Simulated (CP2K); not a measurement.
Consider acetylacetonitrile at its PBE geometry (Å).

```xyz
11

C    -1.6420   -0.1140    0.0826
C    -0.3105    0.4974   -0.2883
O    -0.1998    1.5427   -0.9033
C     0.9194   -0.3173    0.1761
C     2.2012    0.2726   -0.1770
N     3.2338    0.7313   -0.4523
H    -1.7207   -0.2290    1.1742
H    -2.4573    0.5175   -0.2818
H    -1.7334   -1.1226   -0.3483
H     0.8607   -0.4476    1.2688
H     0.8487   -1.3310   -0.2507
```

Method: CP2K XAS_TDP, all-electron GAPW, PBEh(45%), aug-cc-pVDZ, TDA, GW2X-corrected core level, no relativity.

Predict the bright core excitations at the C K edge.

Leading lines: C1 291.43 eV, C2 288.66 eV, C4 291.02 eV and C5 289.19 eV. The leading line of an atom is its first one with 35 % of the strongest within 2.5 eV of its lowest line over the strength cut. Core ionisation energies at this level: C2 296.06, C4 294.10, C1 293.24 and C5 294.03 eV.

The first six lines of each atom with a strength over 0.0015:

| atom | energy (eV) | states | strength, one atom | above the computed threshold |
| --- | --- | --- | --- | --- |
| C1 (bonded to C and 3 H) | 290.45 | 1 | 0.0079 |  |
|  | 291.43 | 1 | 0.0241 |  |
|  | 291.52 | 1 | 0.0159 |  |
|  | 292.01 | 1 | 0.0095 |  |
|  | 292.33 | 1 | 0.0103 |  |
|  | 292.79 | 1 | 0.0018 |  |
| C2 (bonded to 2 C and O) | 288.66 | 1 | 0.0696 |  |
|  | 293.64 | 1 | 0.0030 |  |
|  | 294.18 | 1 | 0.0168 |  |
|  | 294.94 | 1 | 0.0049 |  |
|  | 295.99 | 1 | 0.0109 |  |
|  | 296.44 | 1 | 0.0027 | yes |
| C4 (bonded to 2 C and 2 H) | 291.02 | 1 | 0.0115 |  |
|  | 291.52 | 1 | 0.0151 |  |
|  | 291.90 | 1 | 0.0017 |  |
|  | 292.81 | 1 | 0.0090 |  |
|  | 292.95 | 1 | 0.0027 |  |
|  | 293.12 | 1 | 0.0062 |  |
| C5 (bonded to C and N) | 289.19 | 1 | 0.0520 |  |
|  | 289.25 | 1 | 0.0539 |  |
|  | 293.69 | 1 | 0.0044 |  |
|  | 294.06 | 2 | 0.0066 | yes |
|  | 294.49 | 1 | 0.0042 | yes |
|  | 295.50 | 1 | 0.0032 | yes |

Lines are vertical, at one geometry, with no vibrational structure. GW2X ionisation energies and lines can be off by 1 to 2 eV either way, and a good line position may hide errors that cancel. These values hold no scalar relativity, about 0.1 eV for C 1s. Rydberg lines, and the discretised continuum above threshold, depend on the basis and the box.

[Banner, clock and machine lines of the logs are left out without a mark of their own.]

[Logs are printed without paths, hosts, clocks, repeated set-up lines and the standing remarks that a program may print on its own settings, such as how far it seeks lower states.]

[Hosts, paths, dates, database ids (printed as entryN), source tags and the programs' standing remarks are cut or masked in the printed files.]
